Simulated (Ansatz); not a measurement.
# A hypothetical structure for Ba3Tl2Pb2

Starting from a made-up structure for Ba3Tl2Pb2, the aim is the relaxed cell, its shortest contacts and, where a second run follows, its electronic structure.

Program: Ansatz 0.2.0. Level of theory: DFT, PBEsol, plane-wave PAW, files of the set soft_1, scalar-relativistic, no spin, cell and ions relaxed at zero pressure; PAW set soft_1. Results are calculated unless marked as measured.

**1. The structure**

It takes space group Immm (No. 71, orthorhombic). The conventional cell has a = 4.554 Å, b = 5.545 Å, c = 21.438 Å, α = 90.00°, β = 90.00°, γ = 90.00°. Pb has 2 Tl at 2.76 Å and 7 Ba at 3.75 to 4.03 Å nearest. Tl has 1 Tl at 2.74 Å and 2 Pb at 2.76 Å and 6 Ba at 3.82 to 3.84 Å nearest. Nearest to Ba lie 5 Pb at 3.75 to 3.80 Å and 2 Tl at 3.82 Å. Ba has 8 Tl at 3.84 Å and 4 Pb at 4.03 Å nearest. Farther neighbours are not listed.

**2. Relaxing cell and atoms**

The guessed cell has no reason to be at equilibrium. It is relaxed with the atoms, within the space group of the guess.

input.yaml reads:

```yaml
crystal:
  lattice:
    - [-2.277, 2.7725, 10.719]
    - [2.277, -2.7725, 10.719]
    - [2.277, 2.7725, -10.719]
  atoms:
    - { symbol: Pb, position: [0.3637, 0.3637, 0.0] }
    - { symbol: Pb, position: [0.6363, 0.6363, 0.0] }
    - { symbol: Tl, position: [0.4362, 0.9362, 0.5] }
    - { symbol: Tl, position: [0.5638, 0.0638, 0.5] }
    - { symbol: Ba, position: [0.1864, 0.1864, 0.0] }
    - { symbol: Ba, position: [0.8136, 0.8136, 0.0] }
    - { symbol: Ba, position: [0.0, 0.5, 0.5] }
kpoints:
  mp_grid: { grid: [8, 8, 8] }
scf:
  occupations: { method: fermi_dirac, width: 0.05 }
hamiltonian:
  xc: pbesol
  pseudopotentials: { kind: paw, azcp: { folder: soft_1 }, xc_functional: pbe }
relax:
  f_tol: 0.015
  max_steps: 70
  cell: {}
output:
  forces: true
  stress: true
```

The run is started by

```bash
> ansatz run input.yaml --threads 4 --pin off --max-ram 10240MiB --backend cpu --events-out ev --progress --plain --runs-dir out
```

Numbers of over 12 decimals in the logs are rounded to 6 here.

The log of the run:

```text
basis.fft_grid_basis auto: the FFT boxes are laid along the combinations [[1, 0, 1], [0, 1, 1], [0, 0, 1]] of the cell's own vectors, 5.545, 4.554 and 11.303 Å long. The dense box has 40×32×80 points. Along the cell's own vectors, as sized, it would have 80×80×80, 5.00 times as many. Of the 8 symmetry operations that the crystal satisfies within crystal.symmetry.tolerance (time reversal apart; of a slab, those that k [...]
Engine: ansatz 0.2.0, aarch64-unknown-linux-gnu
Pseudopotentials: kind: paw
Pseudopotential: Pb, paw, valence charge 14, recommended cutoff 420 eV (normal), soft_1/Pb.paw.azcp
Pseudopotential: Tl, paw, valence charge 13, recommended cutoff 420 eV (normal), soft_1/Tl.paw.azcp
Pseudopotential: Ba, paw, valence charge 10, recommended cutoff 420 eV (normal), soft_1/Ba.paw.azcp
Functional definition: PBEsol
  exchange = pbesol_x
  correlation = pbesol_c
Crystal: 7 atoms, lattice volume = 270.675 Å³
Basis set: ecut = 420 eV, 5273 PW (Γ), FFT grids on a1+a3, a2+a3, a3, exchange–correlation on 80×64×160 points (8 copies of the dense FFT grid, shifted against one another)
Bands: 51, of which v1, the nominal top of the filled ones, is band 42 counted from 1 (41 counted from 0)
Symmetry: 8 space group operations
Space group: Immm (ITA 71), of the structure as read, at distance tolerance 6.5e-5 Å
k-points: 95 of 512
Non-local potential: Pb, projectors of the file, l = 0: 2, l = 1: 2, l = 2: 2, l = 3: 1
Non-local potential: Tl, projectors of the file, l = 0: 2, l = 1: 2, l = 2: 2, l = 3: 1
Non-local potential: Ba, projectors of the file, l = 0: 3, l = 1: 2, l = 2: 2, l = 3: 2
PAW form: soft (Blöchl's): semilocal exchange-correlation on the pseudo side does not see the compensation charge
PAW frozen core: Pb, regenerated for the run's functional, and the local potential with it (the file was generated under x = pbe(κ = 0.804, μ = 0.219515), c = pbe(β = 0.066725))
PAW frozen core: Tl, regenerated for the run's functional, and the local potential with it (the file was generated under x = pbe(κ = 0.804, μ = 0.219515), c = pbe(β = 0.066725))
PAW frozen core: Ba, regenerated for the run's functional, and the local potential with it (the file was generated under x = pbe(κ = 0.804, μ = 0.219515), c = pbe(β = 0.066725))
PAW one-centre angular grid: Pb, 590 points (default); XC on 64 Gauss nodes
PAW one-centre angular grid: Tl, 590 points (default); XC on 64 Gauss nodes
PAW one-centre angular grid: Ba, 194 points (default); XC on 64 Gauss nodes
Initial density: superposition of atomic densities (chi_scale 0.1, normalization cell, long waves kept (reshape's long-wave potential 0.00 eV rms))
Initial wavefunctions: pseudopotential atomic-orbital guess
Functional: x = pbesol(κ = 0.804, μ = 0.123457), c = pbesol(β = 0.046)
SCF iter   1: F=—  HF=-63705.350162 eV  |F-HF|=—  |Δ(HF+E_count)|=         —  Δρ=4.21e-2  dr2=1.58e1  ethr=3.10e-3  ⟨swp⟩=11.8  Hψ=26918  notcnv=0  defer=6
preconditioner: auto → Kerker (q_TF=auto, 2.245 Å⁻¹)  [metal: Δε(μ)=0.002 eV  Ē_g=11.581 eV  σ=0.050 eV  W_gap=0.01  n_scr=50 (ndim 8)  ℏωp=19.9 eV  f_vac=0.000  D(μ)=6.61/eV (n_scr^D=42)]
SCF iter   2: F=—  HF=-63701.818889 eV  |F-HF|=—  |Δ(HF+E_count)|=    3.53e0  Δρ=2.12e-2  dr2=4.61e0  ethr=3.10e-3  ⟨swp⟩=3.2  Hψ=10631  notcnv=0  defer=99
SCF iter   3: F=—  HF=-63700.570867 eV  |F-HF|=—  |Δ(HF+E_count)|=    1.25e0  Δρ=5.69e-3  dr2=2.93e-1  ethr=3.10e-3  ⟨swp⟩=4.1  Hψ=10698  notcnv=0  defer=104
SCF iter   4: F=—  HF=-63700.524313 eV  |F-HF|=—  |Δ(HF+E_count)|=   4.66e-2  Δρ=1.80e-3  dr2=2.87e-2  ethr=3.49e-4  ⟨swp⟩=4.6  Hψ=9977  notcnv=0  defer=119
SCF iter   5: F=—  HF=-63700.521313 eV  |F-HF|=—  |Δ(HF+E_count)|=   3.00e-3  Δρ=4.89e-4  dr2=2.35e-3  ethr=3.42e-5  ⟨swp⟩=2.8  Hψ=8306  notcnv=0  defer=118
SCF iter   6: F=—  HF=-63700.521106 eV  |F-HF|=—  |Δ(HF+E_count)|=   2.07e-4  Δρ=1.26e-4  dr2=1.30e-4  ethr=2.80e-6  ⟨swp⟩=2.8  Hψ=8014  notcnv=0  defer=118
SCF iter   7: F=—  HF=-63700.521103 eV  |F-HF|=—  |Δ(HF+E_count)|=   3.06e-6  Δρ=4.53e-5  dr2=1.34e-5  ethr=1.54e-7  ⟨swp⟩=2.0  Hψ=6462  notcnv=0  defer=118
SCF iter   8: F=—  HF=-63700.521159 eV  |F-HF|=—  |Δ(HF+E_count)|=   5.61e-5  Δρ=1.75e-5  dr2=1.69e-6  ethr=1.60e-8  ⟨swp⟩=2.0  Hψ=6752  notcnv=0  defer=118
SCF iter   9: F=—  HF=-63700.521159 eV  |F-HF|=—  |Δ(HF+E_count)|=   2.44e-7  Δρ=4.05e-6  dr2=1.21e-7  ethr=2.01e-9  ⟨swp⟩=2.9  Hψ=9561  notcnv=0  defer=118
SCF iter  10: F=-63700.521159 eV  HF=-63700.521159 eV  |F-HF|=3.69e-9  |Δ(HF+E_count)|=   2.31e-9  Δρ=1.37e-6  dr2=1.27e-8  ethr=1.19e-10  ⟨swp⟩=4.3  Hψ=14182  notcnv=0
SCF 1 converged in 10 iterations: F = -63700.521159 eV  dr2 = 1.27e-8
  greatest PAW one-centre occupation: 0.976 electrons in one spin orbital (limit 2), on the Pb atom at site 1 (counted from 0), in its partial waves of l = 2
relax step   1: F+E_penalty+E_count = -63700.52115851 eV  Δ(F+E_penalty+E_count) = +0.000e0 eV  max|allowed force component| = 1.585e0 eV/Å  Δτ_max = 0.0000 Å  P = +1.654 GPa  Ω = 270.675 Å³  (10 SCF iters, dr2 threshold 1.00e-7 eV, accepted)
Crystal: 7 atoms, lattice volume = 275.180 Å³
Basis set: ecut = 420 eV, 5307 PW (Γ), FFT grids on a1+a3, a2+a3, a3, exchange–correlation on 80×64×160 points (8 copies of the dense FFT grid, shifted against one another)
Initial density: handed on by an earlier stage of this run
Initial wavefunctions: those handed on with the density
iter 1 solved again at ethr=1.91e-3 eV; its pass at ethr=3.10e-3 eV (dr2=1.61e0 eV) is discarded
SCF iter   1: F=—  HF=-63701.414251 eV  |F-HF|=—  |Δ(HF+E_count)|=         —  Δρ=9.56e-3  dr2=1.62e0  ethr=1.91e-3  ⟨swp⟩=1.1  Hψ=29108  notcnv=0
preconditioner: auto → Kerker (q_TF=auto, 2.239 Å⁻¹)  [metal: Δε(μ)=0.023 eV  Ē_g=12.982 eV  σ=0.050 eV  W_gap=0.11  n_scr=50 (ndim 8)  ℏωp=19.8 eV  f_vac=0.000  D(μ)=2.84/eV (n_scr^D=8)]
SCF iter   2: F=—  HF=-63701.273527 eV  |F-HF|=—  |Δ(HF+E_count)|=   1.41e-1  Δρ=5.54e-3  dr2=6.68e-1  ethr=1.91e-3  ⟨swp⟩=1.0  Hψ=4845  notcnv=0
SCF iter   3: F=—  HF=-63701.198443 eV  |F-HF|=—  |Δ(HF+E_count)|=   7.51e-2  Δρ=1.03e-3  dr2=7.53e-3  ethr=7.96e-4  ⟨swp⟩=3.5  Hψ=8072  notcnv=0  defer=4
SCF iter   4: F=—  HF=-63701.199593 eV  |F-HF|=—  |Δ(HF+E_count)|=   1.15e-3  Δρ=3.08e-4  dr2=1.45e-3  ethr=8.96e-6  ⟨swp⟩=2.1  Hψ=8566  notcnv=0  defer=8
SCF iter   5: F=—  HF=-63701.199432 eV  |F-HF|=—  |Δ(HF+E_count)|=   1.61e-4  Δρ=1.46e-4  dr2=2.10e-4  ethr=1.73e-6  ⟨swp⟩=3.0  Hψ=8723  notcnv=0  defer=8
SCF iter   6: F=—  HF=-63701.199450 eV  |F-HF|=—  |Δ(HF+E_count)|=   1.78e-5  Δρ=3.42e-5  dr2=7.62e-6  ethr=2.50e-7  ⟨swp⟩=2.0  Hψ=8504  notcnv=0  defer=8
[...]
Crystal: 7 atoms, lattice volume = 270.376 Å³
Basis set: ecut = 420 eV, 5281 PW (Γ), FFT grids on a1+a3, a2+a3, a3, exchange–correlation on 80×64×160 points (8 copies of the dense FFT grid, shifted against one another)
iter 1 solved again at ethr=3.35e-4 eV; its pass at ethr=3.10e-3 eV (dr2=2.81e-1 eV) is discarded
SCF iter   1: F=—  HF=-63701.371145 eV  |F-HF|=—  |Δ(HF+E_count)|=         —  Δρ=3.71e-3  dr2=2.85e-1  ethr=3.35e-4  ⟨swp⟩=1.9  Hψ=28131  notcnv=0
preconditioner: auto → Kerker (q_TF=auto, 2.245 Å⁻¹)  [metal: Δε(μ)=0.004 eV  Ē_g=12.932 eV  σ=0.050 eV  W_gap=0.02  n_scr=50 (ndim 8)  ℏωp=19.9 eV  f_vac=0.000  D(μ)=3.37/eV (n_scr^D=16)]
SCF iter   2: F=—  HF=-63701.347509 eV  |F-HF|=—  |Δ(HF+E_count)|=   2.36e-2  Δρ=2.24e-3  dr2=1.20e-1  ethr=3.35e-4  ⟨swp⟩=1.0  Hψ=4845  notcnv=0
SCF iter   3: F=—  HF=-63701.332715 eV  |F-HF|=—  |Δ(HF+E_count)|=   1.48e-2  Δρ=4.34e-4  dr2=1.54e-3  ethr=1.43e-4  ⟨swp⟩=3.0  Hψ=6659  notcnv=0  defer=1
SCF iter   4: F=—  HF=-63701.332950 eV  |F-HF|=—  |Δ(HF+E_count)|=   2.35e-4  Δρ=1.94e-4  dr2=3.28e-4  ethr=1.83e-6  ⟨swp⟩=2.4  Hψ=8359  notcnv=0  defer=1
SCF iter   5: F=—  HF=-63701.332942 eV  |F-HF|=—  |Δ(HF+E_count)|=   8.77e-6  Δρ=1.18e-4  dr2=7.79e-5  ethr=3.90e-7  ⟨swp⟩=2.0  Hψ=8559  notcnv=0  defer=1
SCF iter   6: F=—  HF=-63701.332926 eV  |F-HF|=—  |Δ(HF+E_count)|=   1.50e-5  Δρ=1.91e-5  dr2=1.99e-6  ethr=9.27e-8  ⟨swp⟩=2.0  Hψ=8502  notcnv=0  defer=1
SCF iter   7: F=-63701.332927 eV  HF=-63701.332927 eV  |F-HF|=6.62e-10  |Δ(HF+E_count)|=   2.62e-7  Δρ=5.94e-6  dr2=1.78e-7  ethr=8.33e-10  ⟨swp⟩=4.9  Hψ=14344  notcnv=0
SCF 3 converged in 7 iterations: F = -63701.332927 eV  dr2 = 1.78e-7
relax step   3: F+E_penalty+E_count = -63701.33292675 eV  Δ(F+E_penalty+E_count) = -1.335e-1 eV  max|allowed force component| = 6.344e-2 eV/Å  Δτ_max = 0.0586 Å  P = +0.008 GPa  Ω = 270.376 Å³  energy of the carried Pulay correction = +2.692e-5 eV  (7 SCF iters, dr2 threshold 7.00e-7 eV, accepted)
[...]
relax step   4: F+E_penalty+E_count = -63701.34051913 eV  Δ(F+E_penalty+E_count) = -7.592e-3 eV  max|allowed force component| = 8.108e-2 eV/Å  Δτ_max = 0.0291 Å  P = +0.021 GPa  Ω = 269.218 Å³  energy of the carried Pulay correction = +1.312e-4 eV  (6 SCF iters, dr2 threshold 7.00e-7 eV, accepted)
[...]
relax step   5: F+E_penalty+E_count = -63701.34406618 eV  Δ(F+E_penalty+E_count) = -3.547e-3 eV  max|allowed force component| = 1.394e-2 eV/Å  Δτ_max = 0.0336 Å  P = +0.053 GPa  Ω = 269.335 Å³  energy of the carried Pulay correction = +1.207e-4 eV  (7 SCF iters, dr2 threshold 4.11e-7 eV, accepted)
[...]
relax step   6: F+E_penalty+E_count = -63701.34414150 eV  Δ(F+E_penalty+E_count) = -7.532e-5 eV  max|allowed force component| = 3.986e-3 eV/Å  Δτ_max = 0.0014 Å  P = +0.014 GPa  Ω = 269.662 Å³  energy of the carried Pulay correction = +9.120e-5 eV  (6 SCF iters, dr2 threshold 1.05e-8 eV, accepted)
Basis set: ecut = 420 eV, 5265 PW (Γ), FFT grids on a1+a3, a2+a3, a3, exchange–correlation on 72×72×160 points (8 copies of the dense FFT grid, shifted against one another)
Initial wavefunctions: pseudopotential atomic-orbital guess (no wavefunctions were taken with the density)
iter 1 solved again at ethr=5.31e-7 eV; its pass at ethr=3.10e-3 eV (dr2=4.46e-4 eV) is discarded
SCF iter   1: F=—  HF=-63701.344218 eV  |F-HF|=—  |Δ(HF+E_count)|=         —  Δρ=5.95e-5  dr2=1.15e-6  ethr=5.31e-7  ⟨swp⟩=3.1  Hψ=38710  notcnv=0
preconditioner: auto → Kerker (q_TF=auto, 2.246 Å⁻¹)  [metal: Δε(μ)=0.003 eV  Ē_g=12.961 eV  σ=0.050 eV  W_gap=0.02  n_scr=50 (ndim 8)  ℏωp=20.0 eV  f_vac=0.000  D(μ)=3.58/eV (n_scr^D=16)]
SCF iter   2: F=—  HF=-63701.344264 eV  |F-HF|=—  |Δ(HF+E_count)|=   4.63e-5  Δρ=3.14e-5  dr2=3.19e-7  ethr=1.37e-9  ⟨swp⟩=2.1  Hψ=8519  notcnv=0
SCF iter   3: F=—  HF=-63701.344265 eV  |F-HF|=—  |Δ(HF+E_count)|=   1.46e-6  Δρ=1.34e-6  dr2=1.57e-9  ethr=3.80e-10  ⟨swp⟩=2.0  Hψ=8368  notcnv=0
SCF iter   4: F=—  HF=-63701.344265 eV  |F-HF|=—  |Δ(HF+E_count)|=   1.18e-9  Δρ=3.17e-7  dr2=2.08e-10  ethr=1.00e-12  ⟨swp⟩=5.5  Hψ=20669  notcnv=0
SCF iter   5: F=-63701.344265 eV  HF=-63701.344265 eV  |F-HF|=3.64e-11  |Δ(HF+E_count)|=  1.02e-10  Δρ=6.28e-8  dr2=3.07e-11  ethr=1.00e-12  ⟨swp⟩=4.1  Hψ=16975  notcnv=0
SCF 7 converged in 5 iterations: F = -63701.344265 eV  dr2 = 3.07e-11
relax step   7: F+E_penalty+E_count = -63701.34426536 eV  Δ(F+E_penalty+E_count) = -1.239e-4 eV  max|allowed force component| = 3.981e-3 eV/Å  Δτ_max = 0.0000 Å  P = +0.010 GPa  Ω = 269.662 Å³  stress off target by 2.23e-2 GPa  SCF on the basis re-selected at this cell (its energy is not comparable with the rows above)  (5 SCF iters)
basis re-selected at this cell: Δ(F+E_penalty+E_count) = -1.239e-4 eV, ΔP = -0.003 GPa vs the last step (what re-selecting the basis moved, of the pressure what is left beyond the Pulay correction that the steps carried, after the strain that the cell walked since its last selection, with what the two solves' SCF thresholds leave and, on support functions, any second-order correction that the steps lacked; it is no measure of the basis error at this ecutwfc). The dense FFT grid was sized anew with the basis: this SCF ran on 36×36×80 points, the steps before it on 40×32×80, so part of this shift can come from that change (see relax.cell in the input reference). [rest of the remark cut]
SCF converged after 5 iterations
Free energy (F): -63701.344265 eV
Harris-Foulkes:  -63701.344265 eV  (|F-HF|=3.64e-11)
Internal energy: -63701.315740 eV  (E = F + TS)
E sigma→0 (E₀):  -63701.330003 eV
Entropy (-TS):   -0.028525 eV (-4.075 meV/atom)
Fermi energy:    8.612978 eV
--- Per-component energies (eV) ---
  E_band       = -309.692034
  E_kinetic    = 1603.490930
  E_local      = -5817.222679  (includes V_loc(G=0)·N_el)
  E_nonlocal   = 1530.157131
  E_hartree    = 2221.471853
  E_xc         = -1362.707167
  E_vxc        = -903.572410  (∫ρ·V_xc dr)
  E_paw        = -55901.846770  (= ΣΔE_a)
  E_vpaw       = -1165.488554  (= ΣTr[D̂ρ^β])
  E_aug_tail   = -0.000110  (compensation charges beyond the density's cutoff)
  E_ewald      = -5975.314247
  E_core_change = 0.655318  (= ΣΔE_core)
  E_smearing   = -0.028525  (= −TS)
  E_closure    = 0.000000  (closes the sum)
  Σ components = -63701.344265   (vs F -63701.344265, Δ=0.00e0)
--- Forces (eV/Å), atoms counted from 1 ---
  atom   1  Pb     0.00000000     0.00000000    -0.00398098
  atom   2  Pb     0.00000000     0.00000000     0.00398098
  atom   3  Tl     0.00000000     0.00000000     0.00333333
  atom   4  Tl     0.00000000     0.00000000    -0.00333333
  atom   5  Ba     0.00000000     0.00000000     0.00180327
  atom   6  Ba     0.00000000     0.00000000    -0.00180327
  atom   7  Ba     0.00000000     0.00000000     0.00000000
  max |Σ_I F_I| component: 6.31e-30 eV/Å
--- Stress (GPa, compression-positive) ---
        0.022281       0.000000       0.000000
        0.000000       0.002622       0.000000
        0.000000       0.000000       0.006508
  P = ⅓ Tr σ = 0.0105 GPa (0.105 kbar)
--- Relaxed structure (6 steps of the walk, 6 accepted, 1 SCFs on fresh bases) ---
  F+E_penalty+E_count = -63701.34426536 eV   max|allowed force component| = 3.981e-3 eV/Å   (the final SCF, on the basis selected at the relaxed cell)
  cell:  # Å, volume = 269.6616 Å³
    - [-2.427580, 2.567846, 10.814750]
    - [2.427580, -2.567846, 10.814750]
    - [2.427580, 2.567846, -10.814750]
  atoms:
    - { symbol: Pb, position: [0.352517, 0.352517, -3.5634614785874745e-18] }
    - { symbol: Pb, position: [0.647483, 0.647483, -1.4835358818757115e-17] }
    - { symbol: Tl, position: [0.434189, 0.934189, 0.5] }
    - { symbol: Tl, position: [0.565811, 0.065811, 0.500000] }
    - { symbol: Ba, position: [0.182693, 0.182693, -2.3926152009588596e-18] }
    - { symbol: Ba, position: [0.817307, 0.817307, -1.6006205096385734e-17] }
    - { symbol: Ba, position: [-2.074629643240004e-19, 0.500000, 0.500000] }
```

Run time: 1.9 min. Hardware: 4 threads of Arm Neoverse V2, shared host; peak memory 1.3 GiB; 7.4 min of CPU time.

Step by step:

```csv
step,energy less that of the first step (eV),largest force component (eV/Å),pressure (GPa),volume (Å³)
1,0.0000,1.5850,1.65,270.68
2,-0.6783,0.3216,-0.17,275.18
3,-0.8118,0.0634,0.01,270.38
4,-0.8194,0.0811,0.02,269.22
5,-0.8229,0.0139,0.05,269.33
6,-0.8230,0.0040,0.01,269.66
7*,-0.8231,0.0040,0.01,269.66
```

Relaxation steps marked * repeat the geometry before them on a plane-wave basis chosen anew for their cell, so energy and pressure can jump there.

Forces are held to the 8 operations that the run works with; a distortion that breaks them can't arise in this run.

```csv
"conventional cell, symmetrised",before,after,change
a (Å),4.554,4.855,+6.6 %
b (Å),5.545,5.136,-7.4 %
c (Å),21.438,21.630,+0.9 %
volume (Å³/atom),38.67,38.52,-0.4 %
```

The atoms that moved most (Å, as changes of fractional coordinates times the final cell):

```csv
atom,dx,dy,dz,length
Pb1,0.000,0.000,-0.242,0.242
Pb2,0.000,0.000,0.242,0.242
Ba5,0.000,0.000,-0.080,0.080
Ba6,0.000,0.000,0.080,0.080
Tl3,0.000,0.000,-0.043,0.043
Tl4,0.000,0.000,0.043,0.043
```

Final coordinates:

```xyz
7
Lattice="-2.4276 2.5678 10.8148 2.4276 -2.5678 10.8148 2.4276 2.5678 -10.8148" Properties=species:S:1:pos:R:3 pbc="T T T"
Pb    0.0000    0.0000    7.6248
Pb    0.0000    0.0000   14.0047
Tl    2.4276    0.0000    9.3913
Tl    0.0000    2.5678    1.4234
Ba    0.0000    0.0000    3.9516
Ba    0.0000    0.0000   17.6779
Ba    2.4276    0.0000    0.0000
```

This step gave:

* free energy: -63701.3443 eV
* energy at zero smearing: -63701.3300 eV
* smearing term TS: 0.02852 eV
* Fermi energy: 8.613 eV
* electrons: 84
* symmetry operations: 8
* pressure: 0.01047 GPa

The shortest distance of each pair, which need not be the same contact before and after:

```csv
pair,guess (Å),relaxed (Å)
Tl–Tl,2.735,2.847
Pb–Tl,2.757,3.002
Ba–Tl,3.820,3.603
Ba–Pb,3.745,3.615
Ba–Ba,4.506,4.579
```

The relaxation ends with a largest force component of 0.0040 eV/Å and a pressure of 0.01 GPa.

**3. Outcome**

```json
{
  "space group, relaxed": "Immm",
  "conventional cell": "a = 4.855, b = 5.136, c = 21.630 Å; α = 90.0°, β = 90.0°, γ = 90.0°",
  "volume per atom": "38.52 Å³ (guess 38.67)"
}
```

In words: Ba3Tl2Pb2 relaxes to Immm with a = 4.855, b = 5.136 and c = 21.630 Å. The guessed volume was near the relaxed one. The space group Immm was held in the relaxation, so the end point is a stationary structure within it and may be a saddle against distortions or other arrangements. Mesh and cutoff weren't tested. Spin-orbit coupling is left out, which can matter for elements this heavy. No dispersion term is used, so weakly bound directions may come out too long. Nothing here tests whether the compound is stable against decomposition.

[Logs are printed without paths, hosts, clocks, repeated set-up lines and the standing remarks that a program may print on its own settings, such as how far it seeks lower states.]

[Hosts, paths, dates, database ids (printed as entryN), source tags and the programs' standing remarks are cut or masked in the printed files.]
